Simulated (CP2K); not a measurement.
Two runs for the N K edge of isocyanobenzene. Run A: CP2K XAS_TDP, all-electron GAPW, PBEh(45%), aug-cc-pVDZ, TDA, no relativity. Run B differs in one setting.

First lines with a strength over 0.0015. A:

```csv
atom,energy (eV),states,"strength, one atom"
N2 (bonded to 2 C),396.88,1,0.0264
,397.08,1,0.0407
,399.43,1,0.0210
,401.48,1,0.0063
,403.09,1,0.0049
```

B:

```csv
atom,energy (eV),states,"strength, one atom"
N2 (bonded to 2 C),401.87,1,0.0261
,402.08,1,0.0402
,404.42,1,0.0207
,406.47,1,0.0062
,408.08,1,0.0048
```

Q: Which was it: GW2X switched on, the basis, the functional, scalar relativity switched on?

GW2X switched on. GW2X shifts an atom's lines together and keeps their spacings. Against PBEh(45%) in aug-cc-pVDZ, the leading line moves by +4.99 eV, to 401.87 eV.

[Banner, clock and machine lines of the logs are left out without a mark of their own.]

[Logs are printed without paths, hosts, clocks, repeated set-up lines and the standing remarks that a program may print on its own settings, such as how far it seeks lower states.]

[Hosts, paths, dates, database ids (printed as entryN), source tags and the programs' standing remarks are cut or masked in the printed files.]
